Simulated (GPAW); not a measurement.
**AgCl (Chlorargyrite): optical spectrum from first principles**

Wanted: where AgCl (Chlorargyrite) starts to absorb, how strongly, and its refractive index. The cell comes from an older database entry, whose edges can differ from later determinations, mostly by under a per cent.

Method: DFT, PBE, plane-wave PAW (GPAW data sets), scalar-relativistic, RPA, optical limit, in GPAW 26.7.0.

The database entry behind the starting cell differs from later determinations by our own check (an axis about 1.4 % short against later determinations), so it need not match the best structure at ambient conditions.

## (1) Set-up

It takes space group Fm-3m (No. 225, cubic). Conventional cell: a = 5.470 Å, b = 5.470 Å, c = 5.470 Å, α = 90.00°, β = 90.00°, γ = 90.00°. Ag has 6 Cl at 2.73 Å nearest. Nearest to Cl lie 6 Ag at 2.73 Å. Farther neighbours and most contacts between anions are not listed.

Coordinates:

```xyz
2
Lattice="0.0000 2.7350 2.7350 2.7350 0.0000 2.7350 2.7350 2.7350 0.0000" Properties=species:S:1:pos:R:3 pbc="T T T"
Ag    0.0000    0.0000    0.0000
Cl    2.7350    2.7350    2.7350
```

## (2) Bands for the response

At the fixed density, many empty bands are solved on the mesh of the response, since the spectrum sums over them.

This step: DFT, PBE, plane-wave PAW (GPAW data sets), scalar-relativistic, bands at fixed density (GPAW 26.7.0).

The input, nscf.py:

```python
from ase.dft.bandgap import bandgap
from gpaw import GPAW, FermiDirac

calc = GPAW('gs.gpw').fixed_density(kpts={'size': (11, 11, 11), 'gamma': True}, nbands=50, convergence={'bands': 44},
                                    occupations=FermiDirac(0.001), txt='nscf.txt')
print('gap (eV)', bandgap(calc, output=None)[0])
print('direct gap (eV)', bandgap(calc, direct=True, output=None)[0])
print('top band over the Fermi level (eV)', min(calc.get_eigenvalues(kpt=k)[43] for k in range(len(calc.get_ibz_k_points()))) - calc.get_fermi_level())
calc.write('full.gpw', mode='all')
```

On the command line:

```sh
$ OMP_NUM_THREADS=1 python nscf.py
```

Numbers of over 12 decimals in the logs are rounded to 6 here.

The log of the run:

```text
Diagonalizing LCAO Hamiltonian
Converting LCAO to pw mode
convergence criteria:
- Maximum integral of absolute [eigenst]ate change: 4e-08 eV^2 / valence electron
maximum number of iterations: 150

SCF iterations
|iter     |      energy | eigst |  dens |
|iter:   1||             | +3.64 |       |
|iter:   2||             | +2.30 |       |
|iter:   3||             | +1.22 |       |
|iter:   4||             | -0.16 |       |
|iter:   5||             | -1.25 |       |
|iter:   6||             | -2.39 |       |
|iter:   7||             | -3.33 |       |
|iter:   8||             | -4.45 |       |
|iter:   9||             | -5.35 |       |
|iter:  10||             | -6.37 |       |
|iter:  11||             | -7.06 |       |
|iter:  12||             | -7.77c|       |
SCF steps: 12
  __  _  _
 | _ |_)|_||  |
 |__||  | ||/\| - 26.7.0

Versions:
  Python: 3.12.14
  ASE:    3.29.0
  Numpy:  2.5.5
  Scipy:  1.18.1
  Libxc:  7.0.0

Input parameters:
  mode=PW(ecut=500.0),
  convergence={'bands': 44},
  gpts=array([20, 20, 20]),
  kpts=MonkhorstPack(size=(11, 11, 11), gamma=True),
  maxiter=150,
  nbands=50,
  occupations=Occupations(name='fermi-dirac', width=0.001, fixmagmom=False),
  parallel={},
  xc=XC(name='PBE')

--- standard output ---
gap (eV) 0.916154
direct gap (eV) 3.224438
top band over the Fermi level (eV) 41.756950
```

It took 42 s on 1 thread of Arm Neoverse V2, shared host; peak memory 0.2 GiB.

Numbers from this step:

* gap on the k-mesh: 0.9162 eV
* direct gap on the mesh: 3.224 eV

## (3) Dielectric function, RPA

Local fields let the induced charge screen the field inside the cell, which as a rule lowers ε, most along directions where the density is uneven.

This step: DFT, PBE, plane-wave PAW (GPAW data sets), scalar-relativistic, RPA, optical limit (GPAW 26.7.0).

The input, df.py:

```python
from gpaw.response.df import DielectricFunction

df = DielectricFunction('full.gpw', frequencies={'type': 'nonlinear', 'domega0': 0.03, 'omega2': 8},
                        ecut=50,
                        eta=0.15,
                        nbands=44,
                        txt='df.txt')
for direction in ['x']:
    df.get_dielectric_function(xc='RPA', direction=direction, filename=f'df_{direction}.csv')
```

On the command line:

```sh
$ OMP_NUM_THREADS=1 python df.py
```

The log of the run:

```text
Using integrator: PointIntegrator
NonLinearFrequencyDescriptor(from 0.000 to 99.342 eV, 540 points)
Nonperiodic BCs:  [False False False]
Using integrator: PointIntegrator
NonLinearFrequencyDescriptor(from 0.000 to 99.342 eV, 540 points)
Nonperiodic BCs:  [False False False]

Calculating chi0 body with:
    Ground state adapter containing:
    Number of spins: 1
    Number of kpoints: 1331
    Number of irreducible kpoints: 56
    Number of completely occupied states: 12
    Number of partially occupied states: 12

    Linear response parametrization:
    q_c: [0.0, 0.0, 0.0]
    Number of frequency points: 540
    Planewave cutoff: 50.0
    Number of bands: 44
    Number of planewaves: 27
    Broadening (eta): 0.15

Integrating chi0 body.

Symmetries of q_c:
    Direct symmetries (Uq -> q): 48
    Indirect symmetries (TUq -> q): 0
In total 48 allowed symmetries.

56 groups of equivalent kpoints. 95.792637% reduction.

Integral kind: spectral function

Calculating chi0 optical extensions with:
    Ground state adapter containing:
    Number of spins: 1
    Number of kpoints: 1331
    Number of irreducible kpoints: 56
    Number of completely occupied states: 12
    Number of partially occupied states: 12

    Linear response parametrization:
    Number of frequency points: 540
    Planewave cutoff: 50.0
    Number of bands: 44
    Number of planewaves: 27
    Broadening (eta): 0.15
Integrating chi0 head and wings.

Symmetries of q_c:
    Direct symmetries (Uq -> q): 48
    Indirect symmetries (TUq -> q): 0
In total 48 allowed symmetries.

56 groups of equivalent kpoints. 95.792637% reduction.

Integral kind: spectral function wings
```

It took 7.6 s on 1 thread; peak memory 0.24 GiB.

This step gave:

| Item | Value |
| --- | --- |
| electronic dielectric constant ε∞, mean over x, y and z (by symmetry where fewer were run) | 4.923 |
| main peak of Im epsilon, first axis | 4.742 eV |

Some rows of df_x.csv (energy; Re and Im without local fields; Re and Im with them):

```text
0.000000, 5.275023, -0.000000, 4.923069, -0.000000
0.429336, 5.298706, 0.016769, 4.945950, 0.016209
0.878195, 5.376991, 0.036357, 5.021685, 0.035216
1.347938, 5.528668, 0.062416, 5.168870, 0.060704
1.840057, 5.792918, 0.103402, 5.426675, 0.101257
2.356191, 6.265910, 0.187459, 5.892300, 0.185702
2.898142, 7.296266, 0.528586, 6.922378, 0.534670
3.467895, 7.960772, 2.453398, 7.555510, 2.527837
4.067647, 7.278290, 4.224571, 6.669248, 4.346117
4.699832, 6.114390, 7.741156, 5.385055, 7.491153
5.367152, 1.699439, 5.559400, 1.181625, 5.353388
6.072622, 3.231113, 3.985709, 2.496826, 3.612232
6.819608, 2.217247, 3.113931, 1.629392, 2.762490
7.611886, 2.917774, 3.923027, 2.184711, 3.282762
8.453705, 2.097398, 5.254030, 1.803120, 4.224657
9.349861, 0.355788, 3.967597, 0.293006, 3.162482
10.305790, -0.344171, 4.061966, 0.049018, 3.218143
11.327680, 0.175301, 2.501483, 0.165200, 1.763968
12.422601, -0.826624, 2.687704, 0.191012, 2.194506
13.598673, -0.621588, 1.397231, -0.166305, 1.468123
```

The Im ε, E ∥ x has structure finer than the step of the table below, so its rows give means over 0.5 eV, whole bins alone (the curve runs from 0 to 14.0 eV). Peaks (eV: height): 4.75: 7.65, 6.39: 4.53, 8.64: 4.42.

Values under the direct gap are tails of Lorentzian lines. The Im ε, E ∥ x by photon energy; means over each step:

```
photon energy (eV)  Im ε, E ∥ x
               0.5       0.0191
               1.0       0.0414
               1.5       0.0719
               2.0        0.123
               2.5        0.240
               3.0        0.952
               3.5         2.56
               4.0         3.87
               4.5         5.99
               5.0         6.52
               5.5         4.78
               6.0         3.57
               6.5         3.85
               7.0         2.82
               7.5         3.12
               8.0         3.56
               8.5         4.25
               9.0         3.78
               9.5         3.08
              10.0         2.98
              10.5         2.95
              11.0         2.06
              11.5         1.81
              12.0         2.08
              12.5         2.12
              13.0         1.93
              13.5         1.63
```

The Re ε, E ∥ x by photon energy:

| photon energy (eV) | Re ε, E ∥ x |
| --- | --- |
| 0.0 | 4.92 |
| 0.5 | 4.95 |
| 1.0 | 5.05 |
| 1.5 | 5.24 |
| 2.0 | 5.54 |
| 2.5 | 6.08 |
| 3.0 | 7.25 |
| 3.5 | 7.50 |
| 4.0 | 7.09 |
| 4.5 | 6.46 |
| 5.0 | 3.20 |
| 5.5 | 1.45 |
| 6.0 | 2.34 |
| 6.5 | 1.09 |
| 7.0 | 1.88 |
| 7.5 | 2.34 |
| 8.0 | 2.27 |
| 8.5 | 1.70 |
| 9.0 | 0.497 |
| 9.5 | 0.435 |
| 10.0 | 0.892 |
| 10.5 | -0.0809 |
| 11.0 | -0.190 |
| 11.5 | 0.371 |
| 12.0 | 0.526 |
| 12.5 | 0.108 |
| 13.0 | 0.0834 |
| 13.5 | -0.265 |

The Im ε, E ∥ x has structure finer than the step of the table below, so its rows give means over 0.5 eV, whole bins alone (the curve runs from 0 to 14.0 eV). Peaks (eV: height): without local fields 4.75: 7.91, 6.39: 5.07, 8.64: 5.48, 10.17: 4.52; with local fields 4.75: 7.65, 6.39: 4.53, 8.64: 4.42.

Values under the direct gap are tails of Lorentzian lines. Table of Im ε, E ∥ x by photon energy; means over each step:

```
photon energy (eV)  without local fields  with local fields
               0.5                0.0198             0.0191
               1.0                0.0427             0.0414
               1.5                0.0738             0.0719
               2.0                 0.125              0.123
               2.5                 0.241              0.240
               3.0                 0.933              0.952
               3.5                  2.48               2.56
               4.0                  3.77               3.87
               4.5                  6.07               5.99
               5.0                  6.78               6.52
               5.5                  4.97               4.78
               6.0                  3.91               3.57
               6.5                  4.29               3.85
               7.0                  3.20               2.82
               7.5                  3.71               3.12
               8.0                  4.49               3.56
               8.5                  5.31               4.25
               9.0                  4.70               3.78
               9.5                  3.90               3.08
              10.0                  3.93               2.98
              10.5                  3.63               2.95
              11.0                  2.63               2.06
              11.5                  2.72               1.81
              12.0                  3.10               2.08
              12.5                  2.55               2.12
              13.0                  2.09               1.93
              13.5                  1.53               1.63
```

Table of refractive index n and extinction k by photon energy:

| photon energy (eV) | n | k |
| --- | --- | --- |
| 0.0 | 2.22 | 0 |
| 0.5 | 2.23 | 0.00427 |
| 1.0 | 2.25 | 0.00914 |
| 1.5 | 2.29 | 0.0155 |
| 2.0 | 2.35 | 0.0256 |
| 2.5 | 2.47 | 0.0464 |
| 3.0 | 2.70 | 0.143 |
| 3.5 | 2.78 | 0.494 |
| 4.0 | 2.78 | 0.785 |
| 4.5 | 2.75 | 1.05 |
| 5.0 | 2.26 | 1.37 |
| 5.5 | 1.75 | 1.27 |
| 6.0 | 1.80 | 0.938 |
| 6.5 | 1.63 | 1.25 |
| 7.0 | 1.64 | 0.891 |
| 7.5 | 1.78 | 0.915 |
| 8.0 | 1.80 | 0.978 |
| 8.5 | 1.78 | 1.21 |
| 9.0 | 1.45 | 1.27 |
| 9.5 | 1.33 | 1.16 |
| 10.0 | 1.40 | 1.03 |
| 10.5 | 1.20 | 1.23 |
| 11.0 | 0.960 | 1.05 |
| 11.5 | 1.05 | 0.851 |
| 12.0 | 1.15 | 0.898 |
| 12.5 | 1.07 | 1.02 |
| 13.0 | 1.01 | 0.965 |
| 13.5 | 0.810 | 0.960 |

The loss function −Im 1/ε at q → 0, E ∥ x has structure finer than the step of the table below, so its rows give means over 0.5 eV, whole bins alone (the curve runs from 0 to 14.0 eV). Peaks (eV: height): 6.71: 0.289, 9.82: 0.368, 11.33: 0.562, 13.69: 0.688.

Values under the direct gap are tails of Lorentzian lines. Loss function −Im 1/ε at q → 0, E ∥ x against energy loss; means over each step:

energy loss (eV), loss function −Im 1/ε at q → 0, E ∥ x and a bar:
```
      0.5      0.001 
      1.0      0.002 
      1.5      0.003 
      2.0      0.004 
      2.5      0.006 
      3.0      0.017 #
      3.5      0.044 ##
      4.0      0.059 ###
      4.5      0.077 ####
      5.0      0.126 ######
      5.5      0.194 ##########
      6.0      0.207 ##########
      6.5      0.231 ###########
      7.0      0.249 ############
      7.5      0.207 ##########
      8.0      0.200 ##########
      8.5      0.204 ##########
      9.0      0.261 #############
      9.5      0.321 ################
     10.0      0.322 ################
     10.5      0.339 #################
     11.0      0.484 ########################
     11.5      0.533 ##########################
     12.0      0.456 ######################
     12.5      0.469 #######################
     13.0      0.518 #########################
     13.5      0.612 ##############################
```

From ε follow the optical constants at some laser and lamp lines:

```
wavelength (nm)     n      k  R (%)     1/α
           1064  2.26  0.011   14.9  7.7 µm
            800  2.29  0.016   15.4  3.9 µm
            450  2.56  0.072   19.2  498 nm
            365  2.75  0.393   22.7   74 nm
            308  2.75  0.802   25.2   31 nm
            248  2.26  1.373   27.7   14 nm
            193  1.77  1.260   23.6   12 nm
```

Below the direct gap, k and the depth come from the tails of the Lorentzian lines, not from transitions.

Rows near the edge hang on the gap, which this functional as a rule makes too small, and phonon-assisted absorption is left out.

## (4) Summary of results

```json
{
 "electronic dielectric constant ε∞, mean over x, y and z (by symmetry where fewer were run) (RPA)": "4.92",
 "main peak of Im epsilon, first axis": "4.74 eV"
}
```

What this shows: At this level (PBE, RPA) AgCl has ε∞ = 4.92 and n = 2.24 at 1550 nm, and Im ε peaks at 4.7 eV. On the mesh the gap is 0.92 eV and the least direct gap 3.22 eV, so on this mesh the band edges lie at different points. Local fields change the static value along x from 5.28 to 4.92 (-7 %). Distinct maxima of Im ε, read by a parabola through the highest points, lie at 4.74 eV (7.6), 6.39 eV (4.5), 8.61 eV (4.4) and 10.19 eV (3.5). Excitons and phonon-assisted transitions are missing; PBE gaps are as a rule too small, which pulls the onset down and ε∞ up. The sum runs over mesh points, so small or evenly spaced maxima can still be ripples of the mesh. In this version of GPAW the matrix elements of the optical limit are incomplete, which can lower ε − 1 by up to a tenth where first-row anions or d states rule, and shift it by more in d metals.

[Machine, clock and banner lines and Python warnings are left out of the logs.]

[Logs are printed without paths, hosts, clocks, repeated set-up lines and the standing remarks that a program may print on its own settings, such as how far it seeks lower states.]

[Hosts, paths, dates, database ids (printed as entryN), source tags and the programs' standing remarks are cut or masked in the printed files.]
